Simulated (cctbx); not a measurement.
## A disordered crystal of nominal SrErAu

Cell a = 4.9280 Å, b = 4.9280 Å, c = 7.9900 Å, α = 90.00°, β = 90.00°, γ = 120.00°; space group P6_3mc (no. 186); nominal formula SrErAu.

The data are simulated with cctbx, not measured: Cu Kα, λ = 1.54184 Å, to d = 0.83 Å, 50 % of the full sphere, strongest reflection 20000 counts, noise from counting, a 6 % proportional error and a noise floor of 8 counts (s.d.); no absorption.

With every site full:

```text
Rint 0.043, 138 unique reflections to 0.83 A
cycle     R1     wR2    GooF  max shift (A)
   1  0.0911  0.2065   5.474   0.00143
   2  0.0247  0.0601   1.592   0.00000
final R1 0.0247 wR2 0.0601 GooF 1.592  parameters 9  data/parameter 15.3
atom        x        y        z      Ueq    occ   su(xyz)  su(Uiso or U11)
Au1    0.33333  0.66667  0.82665   0.0089  1.000  0.00014  0.0005
Er2    0.00000  0.00000  0.00038   0.0054  1.000  0.00022  0.0006
Sr1    0.66667  0.33333  0.72316   0.0074  1.000  0.00035  0.0010
difference map: max 4.07 min -1.38 rms 0.42
Q1    0.0000  0.0000  0.0592    2    4.11  0.47 A from Er2
Q2    0.0000  0.0000  0.4776    2    3.48  0.18 A from Er2
Q3    0.3333  0.6667  0.6340    2    2.26  1.54 A from Au1
Q4    0.0000  0.0000  0.1760    2    1.81  1.40 A from Er2
Q5    0.3333  0.6667  0.2525    2    1.25  0.23 A from Sr1
Q6    0.3333  0.6667  0.3798    2    1.15  1.25 A from Sr1
```

With the occupancies of the suspect sites free, each still typed as its main element:

```text
Rint 0.043, 138 unique reflections to 0.83 A
cycle     R1     wR2    GooF  max shift (A)
   1  0.0421  0.1116   2.982   0.00025
  20  0.0144  0.0357   0.955   0.00002
final R1 0.0144 wR2 0.0357 GooF 0.953  parameters 11  data/parameter 12.5
atom        x        y        z      Ueq    occ   su(xyz)  su(Uiso or U11)
Au1    0.33333  0.66667  0.82673   0.0076  0.946  0.00009  0.0003
Er2    0.00000  0.00000  0.00035   0.0091  1.051  0.00013  0.0004
Sr1    0.66667  0.33333  0.72291   0.0083  1.000  0.00021  0.0009
su of occupancy Au1: 0.014
su of occupancy Er2: 0.015
difference map: max 1.33 min -0.63 rms 0.19
Q1    0.3333  0.6667  0.6435    2    1.34  1.46 A from Au1
Q2    0.3333  0.6667  0.0244    2    0.92  1.58 A from Au1
Q3    0.0000  0.0000  0.1683    2    0.83  1.34 A from Er2
Q4    0.3333  0.6667  0.3973    2    0.74  1.39 A from Sr1
Q5    0.0000  0.0000  0.0831    2    0.69  0.66 A from Er2
Q6    0.3333  0.6667  0.1401    2    0.56  0.66 A from Sr1
```

**Question.** What is the disorder?

X-rays count electrons. Au1 refines to 0.946(0.014), or 74.7 electrons; the site truly holds 0.8 Au and 0.2 Er, 76.8 electrons, which is 0.972 of Au; Er2 refines to 1.051(0.015), or 71.5 electrons; the site truly holds 0.8 Er and 0.2 Au, 70.2 electrons, which is 1.032 of Er. A value under 1 can't tell vacancies from a lighter guest, and one over 1 needs a heavier guest; chemistry or a second radiation must settle which. Occupancy correlates with U and the scale, and the two elements' form factors differ in shape, so the match is approximate.

Freeing them takes R1 from 0.0247 to 0.0144 and GooF from 1.59 to 0.95.

The model was made for the exercise: a known structure type with other elements put in, its volume estimated, not relaxed; displacement parameters are assumed.

[Middle refinement cycles are left out of these outputs.]

[Logs are printed without paths, hosts, clocks, repeated set-up lines and the standing remarks that a program may print on its own settings, such as how far it seeks lower states.]
